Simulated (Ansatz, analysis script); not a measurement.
# Magnetovolume effects in Fe

Wanted: energy and moment of Fe against volume, with typed moments, small moments and no spin.

Program: Ansatz 0.2.0. Level of theory: PBE, PAW set soft_1. Results are calculated unless marked as measured.

The database entry behind the starting cell differs from later determinations by our own check (an axis about 0.7 % long against later determinations), so it need not match the best structure at ambient conditions.

**1. Starting point**

The structure is cubic, space group Im-3m (No. 229). Conventional cell: a = 2.886 Å, b = 2.886 Å, c = 2.886 Å, α = 90.00°, β = 90.00°, γ = 90.00°. Fe has 8 Fe at 2.50 Å nearest.

**2. Starting state**

The work starts on two spin channels, which tell the size of the moments.

File input.yaml:

```yaml
crystal:
  lattice:
    - [-1.443, 1.443, 1.443]
    - [1.443, -1.443, 1.443]
    - [1.443, 1.443, -1.443]
  atoms:
    - { symbol: Fe, position: [0.0, 0.0, 0.0], spin: 2.8 }
magnetization:
  spin_polarized: true
kpoints:
  mp_grid: { grid: [16, 16, 16] }
hamiltonian:
  xc: pbe
  pseudopotentials: { kind: paw, azcp: { folder: soft_1 } }
scf:
  occupations: { method: fermi_dirac, width: 0.05 }
  max_iter: 120
  convergence: { dr2_threshold: 1.0e-08 }
  lower_state_search: "off"
output:
  write_density: true
  write_potential: true
  elf: true
  volumetric_format: npy
```

On the command line:

```console
$ ansatz run input.yaml --threads 2 --pin off --max-ram 5120MiB --backend cpu --events-out ev --progress --plain --runs-dir out
```

Numbers of over 12 decimals in the logs are rounded to 6 here.

The program printed:

```text
Engine: ansatz 0.2.0, aarch64-unknown-linux-gnu
Pseudopotentials: kind: paw
Pseudopotential: Fe, paw, valence charge 16, recommended cutoff 420 eV (normal), soft_1/Fe.paw.azcp
Functional definition: PBE
  parameter kappa = 0.804
  parameter beta = 0.066725
  exchange = pbe_x(kappa = kappa, mu = beta*pi^2/3)
  correlation = pbe_c(beta = beta)
Crystal: 1 atoms, lattice volume = 12.019 Å³
Basis set: ecut = 420 eV, 225 PW (Γ)
Bands: 14, of which v1, the nominal top of the filled ones, is band 8 counted from 1 (7 counted from 0)
Symmetry: 48 space group operations
Space group: Im-3m (ITA 229), of the structure as read, at distance tolerance 2.3e-5 Å
Magnetic group: BNS 229.140 (UNI 1642), of the structure as read, at distance tolerance 2.3e-5 Å
k-points: 145 of 4096
Non-local potential: Fe, projectors of the file, l = 0: 3, l = 1: 2, l = 2: 3, l = 3: 1
PAW form: soft (Blöchl's): semilocal exchange-correlation on the pseudo side does not see the compensation charge
PAW one-centre angular grid: Fe, 590 points (default); XC on 64 Gauss nodes
Initial density: superposition of atomic densities (chi_scale 0.1, normalization cell)
Starting moments: Σ|m| = 2.8 μB on 1 of 1 site
Initial wavefunctions: pseudopotential atomic-orbital guess
Functional: x = pbe(κ = 0.804, μ = 0.219515), c = pbe(β = 0.066725)
iter 1 solved again at ethr=1.23e-3 eV; its pass at ethr=3.10e-3 eV (dr2=1.97e-1 eV) is discarded
SCF iter   1: F=—  HF=-4480.301157 eV  |F-HF|=—  |Δ(HF+E_count)|=         —  Δρ=4.85e-2 (↑4.85e-2 ↓2.92e-2)  dr2=1.98e-1  dr2_m=1.08e-1  M=2.397 μB ∫|m|=2.418 μB  β_m=0.30  ethr=1.23e-3  ⟨swp⟩=1.0  Hψ=25928  notcnv=0
preconditioner: auto → none  [metal: Δε(μ)=0.025 eV  Ē_g=14.335 eV  σ=0.050 eV  W_gap=0.12  n_scr=0 (ndim 8)  ℏωp=30.3 eV  f_vac=0.000  D(μ)=1.17/eV (n_scr^D=12)]
SCF iter   2: F=—  HF=-4480.357026 eV  |F-HF|=—  |Δ(HF+E_count)|=   5.59e-2  Δρ=2.22e-2 (↑1.54e-2 ↓2.22e-2)  dr2=4.01e-3  dr2_m=3.61e-2  M=2.424 μB ∫|m|=2.459 μB  β_m=0.30  ethr=1.23e-3  ⟨swp⟩=2.6  Hψ=6842  notcnv=0
SCF iter   3: F=—  HF=-4480.401810 eV  |F-HF|=—  |Δ(HF+E_count)|=   4.48e-2  Δρ=1.71e-2 (↑1.69e-2 ↓1.71e-2)  dr2=6.94e-3  dr2_m=2.84e-2  M=2.374 μB ∫|m|=2.431 μB  β_m=0.30  ethr=2.50e-5  ⟨swp⟩=2.2  Hψ=8673  notcnv=0  defer=94
SCF iter   4: F=—  HF=-4480.428630 eV  |F-HF|=—  |Δ(HF+E_count)|=   2.68e-2  Δρ=1.32e-2 (↑1.13e-2 ↓1.32e-2)  dr2=4.34e-3  dr2_m=1.53e-2  M=2.363 μB ∫|m|=2.434 μB  β_m=0.30  ethr=2.50e-5  ⟨swp⟩=2.1  Hψ=7475  notcnv=0  defer=118
SCF iter   5: F=—  HF=-4480.444752 eV  |F-HF|=—  |Δ(HF+E_count)|=   1.61e-2  Δρ=1.02e-2 (↑9.66e-3 ↓1.02e-2)  dr2=9.42e-5  dr2_m=1.08e-2  M=2.337 μB ∫|m|=2.423 μB  β_m=0.30  ethr=2.50e-5  ⟨swp⟩=1.6  Hψ=5408  notcnv=0  defer=137
SCF iter   6: F=—  HF=-4480.455041 eV  |F-HF|=—  |Δ(HF+E_count)|=   1.03e-2  Δρ=8.10e-3 (↑7.62e-3 ↓8.10e-3)  dr2=1.32e-4  dr2_m=6.77e-3  M=2.323 μB ∫|m|=2.418 μB  β_m=0.30  ethr=5.89e-7  ⟨swp⟩=2.0  Hψ=6820  notcnv=0  defer=147
SCF iter   7: F=—  HF=-4480.460980 eV  |F-HF|=—  |Δ(HF+E_count)|=   5.94e-3  Δρ=6.33e-3 (↑6.33e-3 ↓6.32e-3)  dr2=9.20e-6  dr2_m=4.40e-3  M=2.311 μB ∫|m|=2.414 μB  β_m=0.30  ethr=5.89e-7  ⟨swp⟩=2.0  Hψ=6432  notcnv=0  defer=147
SCF iter   8: F=—  HF=-4480.464559 eV  |F-HF|=—  |Δ(HF+E_count)|=   3.58e-3  Δρ=5.05e-3 (↑5.05e-3 ↓4.95e-3)  dr2=1.44e-5  dr2_m=2.75e-3  M=2.302 μB ∫|m|=2.412 μB  β_m=0.30  ethr=5.75e-8  ⟨swp⟩=2.1  Hψ=6339  notcnv=0  defer=147
Mixer restart at iter 8: flushing history
spin-set hold released at iteration 8 (site moments contracting): the magnetisation degrees of freedom join the quasi-Newton model from the next iteration; the mixer history was flushed
SCF iter   9: F=—  HF=-4480.466683 eV  |F-HF|=—  |Δ(HF+E_count)|=   2.12e-3  Δρ=3.93e-3 (↑3.89e-3 ↓3.93e-3)  dr2=5.87e-6  dr2_m=1.68e-3  M=2.296 μB ∫|m|=2.411 μB  β_m=0.65  ethr=5.75e-8  ⟨swp⟩=2.0  Hψ=6316  notcnv=0  defer=149
SCF iter  10: F=—  HF=-4480.469835 eV  |F-HF|=—  |Δ(HF+E_count)|=   3.15e-3  Δρ=4.73e-4 (↑4.73e-4 ↓3.99e-4)  dr2=4.00e-5  dr2_m=6.48e-6  M=2.276 μB ∫|m|=2.406 μB  β_m=0.73  ethr=3.67e-8  ⟨swp⟩=3.8  Hψ=9969  notcnv=0  defer=153
SCF iter  11: F=—  HF=-4480.469873 eV  |F-HF|=—  |Δ(HF+E_count)|=   3.83e-5  Δρ=8.04e-4 (↑8.04e-4 ↓5.10e-4)  dr2=1.37e-4  dr2_m=3.11e-6  M=2.277 μB ∫|m|=2.407 μB  β_m=0.54  ethr=3.67e-8  ⟨swp⟩=2.0  Hψ=6523  notcnv=0  defer=153  recentre
SCF iter  12: F=—  HF=-4480.469840 eV  |F-HF|=—  |Δ(HF+E_count)|=   3.30e-5  Δρ=1.04e-4 (↑1.04e-4 ↓8.86e-5)  dr2=3.40e-7  dr2_m=8.84e-7  M=2.276 μB ∫|m|=2.406 μB  β_m=0.63  ethr=3.67e-8  ⟨swp⟩=2.0  Hψ=6237  notcnv=0  defer=153
SCF iter  13: F=—  HF=-4480.469841 eV  |F-HF|=—  |Δ(HF+E_count)|=   8.32e-7  Δρ=3.52e-5 (↑3.52e-5 ↓2.83e-5)  dr2=5.23e-9  dr2_m=1.11e-7  M=2.275 μB ∫|m|=2.406 μB  β_m=0.82  ethr=6.25e-11  ⟨swp⟩=3.4  Hψ=15178  notcnv=0
iter 14 met the thresholds in force, and the SCF goes on: an eigenvalue changes by 0.42 meV, over its tolerance of 0.16 meV (output.eigenvalues, Limitations)
SCF iter  14: F=-4480.469841 eV  HF=-4480.469841 eV  |F-HF|=4.18e-9  |Δ(HF+E_count)|=   1.96e-7  Δρ=1.07e-5 (↑1.07e-5 ↓4.01e-6)  dr2=6.23e-9  dr2_m=5.01e-9  M=2.275 μB ∫|m|=2.405 μB  β_m=0.91  ethr=3.27e-11  ⟨swp⟩=4.0  Hψ=13736  notcnv=0
SCF iter  15: F=-4480.469841 eV  HF=-4480.469841 eV  |F-HF|=4.55e-11  |Δ(HF+E_count)|=  7.37e-11  Δρ=2.40e-6 (↑1.22e-6 ↓2.40e-6)  dr2=1.05e-10  dr2_m=3.57e-10  M=2.275 μB ∫|m|=2.405 μB  ethr=3.27e-11  ⟨swp⟩=1.0  Hψ=9923  notcnv=0
SCF 1 converged in 15 iterations: F = -4480.469841 eV  dr2 = 1.05e-10
  greatest PAW one-centre occupation: 1.001 electrons in one spin orbital (limit 2), on the Fe atom at site 0 (counted from 0), in its partial waves of l = 1
SCF converged after 15 iterations
an eigenvalue changed by more than its tolerance at an iteration that met the thresholds in force, so the SCF went on 1 time: the last check found none over its tolerance
Magnetization: 2.2753 μB (9.1377 up, 6.8623 down)
Absolute magnetization: 2.4054 μB (∫|ρ↑−ρ↓|, with the PAW one-centre terms)
Spin contamination: 0.0430 ħ² per cell (⟨S²⟩ above its minimum at these occupations)
Per-site moments (μB) at R_I (Å): [(2.331077, 1.030982)]
Free energy (F): -4480.469841 eV
Harris-Foulkes:  -4480.469841 eV  (|F-HF|=4.55e-11)
Internal energy: -4480.461655 eV  (E = F + TS)
E sigma→0 (E₀):  -4480.465748 eV
Entropy (-TS):   -0.008187 eV (-8.187 meV/atom)
Fermi energy:    17.148757 eV
--- Per-component energies (eV) ---
  E_band       = -231.565293
  E_kinetic    = 329.107394
  E_local      = -2182.046312  (includes V_loc(G=0)·N_el)
  E_nonlocal   = 289.512695
  E_hartree    = 899.145585
  E_xc         = -110.158627
  E_vxc        = -141.469984  (∫ρ·V_xc dr)
  E_paw        = -1381.811392  (= ΣΔE_a)
  E_vpaw       = -324.959828  (= ΣTr[D̂ρ^β])
  E_aug_tail   = -0.001036  (compensation charges beyond the density's cutoff)
  E_ewald      = -2324.209962
  E_smearing   = -0.008187  (= −TS)
  E_closure    = 0.000000  (closes the sum)
  Σ components = -4480.469841   (vs F -4480.469841, Δ=0.00e0)
--- Band table (eV; the first three rows and the last of 290) ---
  k-point 0 ↑: bands = [... 4 lower, 8.9764, 14.9612, 14.9612, 14.9612, 16.0827, 16.0827, 41.0625, 41.0625, ... 2 higher]
  k-point 1 ↑: bands = [... 4 lower, 9.1319, 14.9206, 14.9583, 15.0419, 16.0424, 16.0860, 40.0847, 40.8493, ... 2 higher]
  k-point 2 ↑: bands = [... 4 lower, 9.5868, 14.8061, 14.9342, 15.2764, 15.9562, 16.0966, 37.8469, 40.0635, ... 2 higher]
  k-point 144 ↓: bands = [... 4 lower, 14.4915, 14.4915, 19.5069, 19.5069, 19.5069, 26.8693, 26.8693, 26.8693, ... 2 higher]
```

Run time: 3.6 s. Hardware: 2 threads of Arm Neoverse V1, shared host; peak memory 0.26 GiB.

The column dr2 measures how far the density is from self-consistency, as an energy; F and HF (Harris–Foulkes) agree once it is small.

Spin moment in the atom's sphere by atom:

| atom | spin moment in the atom's sphere (μB) |
| --- | --- |
| Fe1 | 2.33 |

The run ends ferromagnetic, with a net moment of 2.27 μB a cell. With one Fe atom carrying the moment, parallel order of its images is forced by the cell, not found.

Spin density in the ac plane of the conventional cell at fractional y = 0.000, with atoms of Fe within 0.2 Å of it.

Ten even steps from '_' (0.0 e/Å³) to '@' (4.9 e/Å³), each cell a mean:
```
%%**--..______________..--**
==--..__________________::--
::..______________________..
____________________________
____________________________
____________________________
____________________________
____________________________
____________________________
____________________________
....______________________..
==--..__________________..--
##++--..______________..--**
@@##==..______________::==%%
```
Columns run along a (2.9 Å), rows up along c (2.9 Å), edges of the conventional cell, whose origin can differ from the input's. Atoms in or near the plane, at fractional coordinates: Fe at (0.00, 0.00).

Valence density in the ac plane of the conventional cell at fractional y = 0.000, with atoms of Fe within 0.2 Å of it. It is the smooth field of the valence electrons, not physical close to the nuclei.

Ten steps, logarithmic in the rise over the least value, from '0' (0 e/Å³) to '9' (30 e/Å³), each cell a mean:
```
98741000002579
87631000001467
65320000001245
22100000000112
00000000000000
00000000000000
00000000000000
00000000000000
00000000000000
21100000000011
54310000000234
77531000001367
98741000002578
99752000002689
```
Columns run along a (2.9 Å), rows up along c (2.9 Å), edges of the conventional cell, whose origin can differ from the input's. Atoms in or near the plane, at fractional coordinates: Fe at (0.00, 0.00).

ELF in the ac plane of the conventional cell at fractional y = 0.000, with atoms of Fe within 0.2 Å of it. It is the smooth field of the valence electrons, not physical close to the nuclei.

Ten even steps from '0' (0.16) to '9' (0.90), each cell a mean:
```
87420012100257
65310012100135
32100122210012
00001222210000
00012222221100
01122222222211
12222222222222
11222222222211
00012222222100
00001222221000
21100122210012
54210022100134
87410012100257
98520011000368
```
Columns run along a (2.9 Å), rows up along c (2.9 Å), edges of the conventional cell, whose origin can differ from the input's. Atoms in or near the plane, at fractional coordinates: Fe at (0.00, 0.00).

**3. The same state on a denser mesh**

Levels at the Fermi energy are partly filled, so moments and energy differences can hang on the k-mesh, and the state is solved again on a denser one.

input.yaml, the sections that differ from step 2:

```yaml
crystal:
  lattice:
    - [-1.443, 1.443, 1.443]
    - [1.443, -1.443, 1.443]
    - [1.443, 1.443, -1.443]
  atoms:
    - { symbol: Fe, position: [0.0, 0.0, 0.0], spin: 2.33 }
kpoints:
  mp_grid: { grid: [19, 19, 19] }
basis:
  ecutwfc: 420.0
checkpoint:
  read: start
  write: ck
  compress: false
  write_wavefunctions: false
  write_every: 100000
# magnetization, hamiltonian, scf: as in step 2
# output: removed
```

The program printed:

```text
[...]
SCF converged after 6 iterations
Magnetization: 2.2542 μB (9.1271 up, 6.8729 down)
Absolute magnetization: 2.3852 μB (∫|ρ↑−ρ↓|, with the PAW one-centre terms)
[...]
Per-site moments (μB) at R_I (Å): [(2.310683, 1.030982)]
Free energy (F): -4480.469819 eV
[...]
Internal energy: -4480.460950 eV  (E = F + TS)
E sigma→0 (E₀):  -4480.465384 eV
Entropy (-TS):   -0.008868 eV (-8.868 meV/atom)
Fermi energy:    17.139277 eV
[...]
```

The job ended after 2.3 s (2 threads; peak memory 0.28 GiB; 4.3 s of CPU time).

Spin moment in the atom's sphere by atom:

| atom | spin moment in the atom's sphere (μB) |
| --- | --- |
| Fe1 | 2.31 |

The run ends ferromagnetic, with a net moment of 2.25 μB a cell, against 2.27 μB on the first mesh.

The cell's volume is scaled by the factor named; fractional positions stay, and energies count from the lowest run.

**4. Factor 0.82, typed moments**

Three starts at each size show whether high-spin, low-spin and non-magnetic states coexist. One mesh, built for the smallest cell, and one cutoff serve all sizes, so that energies can be subtracted.

input.yaml, the sections that differ from step 3:

```yaml
crystal:
  lattice:
    - [-1.3506338, 1.3506338, 1.3506338]
    - [1.3506338, -1.3506338, 1.3506338]
    - [1.3506338, 1.3506338, -1.3506338]
  atoms:
    - { symbol: Fe, position: [0.0, 0.0, 0.0], spin: 2.8 }
kpoints:
  mp_grid: { grid: [20, 20, 20] }
output:
  stress: true
# magnetization, hamiltonian, scf, basis: as in step 3
# checkpoint: removed
```

On the command line:

```console
$ ansatz run input.yaml --threads 1 --pin off --max-ram 2560MiB --backend cpu --events-out ev --progress --plain --runs-dir out
```

The program printed:

```text
Warning: output.stress: scf.convergence.dr2_threshold = 1e-8 eV is looser than the 1e-10 eV advised for a printed stress (1e-10 eV for each atom of the cell: 1). What an SCF threshold leaves in a stress goes as its square root, and in the free energy as the threshold itself, and one threshold admits the most on a small cell: [figures from the program's tests cut] Set scf.convergence.dr2_threshold to 1e-10 eV or tighter. The threshold is an SCF's pass mark: one that does not reach it within its budget of iterations ends unconverged, or closes short of it on a stop that the run arms, and scf.convergence.dr2_threshold's page says what that costs each kind of run
[...]
Crystal: 1 atoms, lattice volume = 9.855 Å³
Basis set: ecut = 420 eV, 201 PW (Γ)
Bands: 14, of which v1, the nominal top of the filled ones, is band 8 counted from 1 (7 counted from 0)
Symmetry: 48 space group operations
[...]
k-points: 256 of 8000
[...]
Starting moments: Σ|m| = 2.8 μB on 1 of 1 site
[...]
SCF iter  13: F=-4480.335469 eV  HF=-4480.335469 eV  |F-HF|=1.18e-11  |Δ(HF+E_count)|=  7.51e-10  Δρ=1.69e-6 (↑1.69e-6 ↓8.00e-7)  dr2=7.51e-11  dr2_m=1.29e-10  M=1.961 μB ∫|m|=2.034 μB  ethr=5.40e-11  ⟨swp⟩=2.5  Hψ=23539  notcnv=0
SCF 1 converged in 13 iterations: F = -4480.335469 eV  dr2 = 7.51e-11
[...]
SCF converged after 13 iterations
[...]
Magnetization: 1.9611 μB (8.9806 up, 7.0194 down)
Absolute magnetization: 2.0344 μB (∫|ρ↑−ρ↓|, with the PAW one-centre terms)
[...]
Per-site moments (μB) at R_I (Å): [(1.978130, 0.964989)]
Free energy (F): -4480.335469 eV
[...]
Internal energy: -4480.328093 eV  (E = F + TS)
E sigma→0 (E₀):  -4480.331781 eV
Entropy (-TS):   -0.007376 eV (-7.376 meV/atom)
Fermi energy:    21.960872 eV
[...]
--- Stress (GPa, compression-positive) ---
       38.707908      -0.000000      -0.000000
        0.000000      38.707908       0.000000
        0.000000       0.000000      38.707908
  P = ⅓ Tr σ = 38.7079 GPa (387.079 kbar)
```

Run time: 9.2 s. Hardware: 1 thread; peak memory 0.29 GiB.

It ends ferromagnetic, with 1.98 μB on the largest site.

**5. Factor 0.82, starting moments cut to 30 %**

The density is converged from the given moments; the state reached depends on that start.

input.yaml: that of step 4 with these lines changed.

```diff
@@ -6,3 +6,3 @@
   atoms:
-    - { symbol: Fe, position: [0.0, 0.0, 0.0], spin: 2.8 }
+    - { symbol: Fe, position: [0.0, 0.0, 0.0], spin: 0.84 }
 magnetization:
```

The program printed:

```text
[...]
Crystal: 1 atoms, lattice volume = 9.855 Å³
Basis set: ecut = 420 eV, 201 PW (Γ)
Bands: 13, of which v1, the nominal top of the filled ones, is band 8 counted from 1 (7 counted from 0)
Symmetry: 48 space group operations
[...]
k-points: 256 of 8000
[...]
Internal energy: -4480.328093 eV  (E = F + TS)
E sigma→0 (E₀):  -4480.331781 eV
Entropy (-TS):   -0.007376 eV (-7.376 meV/atom)
Fermi energy:    21.960872 eV
[...]
--- Stress (GPa, compression-positive) ---
       38.708124       0.000000      -0.000000
        0.000000      38.708124      -0.000000
       -0.000000      -0.000000      38.708124
  P = ⅓ Tr σ = 38.7081 GPa (387.081 kbar)
[key lines of the parts left out:]
SCF converged after 13 iterations
Magnetization: 1.9611 μB (8.9806 up, 7.0194 down)
Free energy (F): -4480.335469 eV
```

Elapsed: 7.7 s, on 1 thread; peak memory 0.29 GiB.

It ends ferromagnetic, with 1.98 μB on the largest site.

**6. Factor 0.94, starting moments cut to 30 %**

A self-consistent run from these starting moments shows which magnetic state they lead to.

input.yaml, the sections that differ from step 5:

```yaml
crystal:
  lattice:
    - [-1.41354275, 1.41354275, 1.41354275]
    - [1.41354275, -1.41354275, 1.41354275]
    - [1.41354275, 1.41354275, -1.41354275]
  atoms:
    - { symbol: Fe, position: [0.0, 0.0, 0.0], spin: 0.84 }
# magnetization, kpoints, hamiltonian, scf, basis, output: as in step 5
```

The program printed:

```text
[...]
Crystal: 1 atoms, lattice volume = 11.298 Å³
Basis set: ecut = 420 eV, 225 PW (Γ)
Bands: 13, of which v1, the nominal top of the filled ones, is band 8 counted from 1 (7 counted from 0)
Symmetry: 48 space group operations
[...]
k-points: 256 of 8000
[...]
Internal energy: -4480.483553 eV  (E = F + TS)
E sigma→0 (E₀):  -4480.487577 eV
Entropy (-TS):   -0.008046 eV (-8.046 meV/atom)
Fermi energy:    18.550325 eV
[...]
--- Stress (GPa, compression-positive) ---
        0.833219      -0.000000       0.000000
       -0.000000       0.833219      -0.000000
       -0.000000       0.000000       0.833219
  P = ⅓ Tr σ = 0.8332 GPa (8.332 kbar)
[key lines of the parts left out:]
SCF converged after 12 iterations
Magnetization: 2.1569 μB (9.0785 up, 6.9215 down)
Free energy (F): -4480.491600 eV
```

The job ended after 8.6 s (1 thread; peak memory 0.3 GiB).

It ends ferromagnetic, with 2.20 μB on the largest site.

Between step 5 and this run (scale 0.94) the value for the largest spin moment in the atom's sphere moves from 1.98 μB to 2.20 μB (+11 %).

**7. Factor 1, no spin**

input.yaml, the sections that differ from step 6:

```yaml
crystal:
  lattice:
    - [-1.443, 1.443, 1.443]
    - [1.443, -1.443, 1.443]
    - [1.443, 1.443, -1.443]
  atoms:
    - { symbol: Fe, position: [0.0, 0.0, 0.0] }
scf:
  occupations: { method: fermi_dirac, width: 0.05 }
  max_iter: 120
  convergence: { dr2_threshold: 1.0e-08 }
# kpoints, hamiltonian, basis, output: as in step 6
# magnetization: removed
```

The program printed:

```text
[...]
Crystal: 1 atoms, lattice volume = 12.019 Å³
Basis set: ecut = 420 eV, 225 PW (Γ)
Bands: 12, of which v1, the nominal top of the filled ones, is band 8 counted from 1 (7 counted from 0)
Symmetry: 48 space group operations
[...]
k-points: 256 of 8000
[...]
SCF iter   1: F=—  HF=-4480.005405 eV  |F-HF|=—  |Δ(HF+E_count)|=         —  Δρ=8.01e-2  dr2=4.78e-1  ethr=3.10e-3  ⟨swp⟩=4.6  Hψ=15314  notcnv=0
[...]
SCF iter   6: F=-4479.881166 eV  HF=-4479.881166 eV  |F-HF|=2.76e-10  |Δ(HF+E_count)|=   4.99e-9  Δρ=1.69e-6  dr2=2.45e-10  ethr=6.25e-11  ⟨swp⟩=4.2  Hψ=10503  notcnv=0
SCF 1 converged in 6 iterations: F = -4479.881166 eV  dr2 = 2.45e-10
[...]
SCF converged after 6 iterations
Free energy (F): -4479.881166 eV
[...]
Internal energy: -4479.847539 eV  (E = F + TS)
E sigma→0 (E₀):  -4479.864352 eV
Entropy (-TS):   -0.033627 eV (-33.627 meV/atom)
Fermi energy:    17.254006 eV
[...]
--- Stress (GPa, compression-positive) ---
      -26.509010      -0.000000       0.000000
        0.000000     -26.509010       0.000000
        0.000000       0.000000     -26.509010
  P = ⅓ Tr σ = -26.5090 GPa (-265.090 kbar)
```

The job ended after 2.6 s (1 thread; peak memory 0.29 GiB).

This is the reference without moments at this size.

[end of part 1 of 2]

[Logs and program files are shortened in this print: banners, set-up blocks, solver, clock and traceback lines can be left out without a mark of their own.]

[Logs are printed without paths, hosts, clocks, repeated set-up lines and the standing remarks that a program may print on its own settings, such as how far it seeks lower states.]

[Hosts, paths, dates, database ids (printed as entryN), source tags and the programs' standing remarks are cut or masked in the printed files.]

[Where the input sets lower_state_search to off, the program did not look for lower states, so one may exist.]
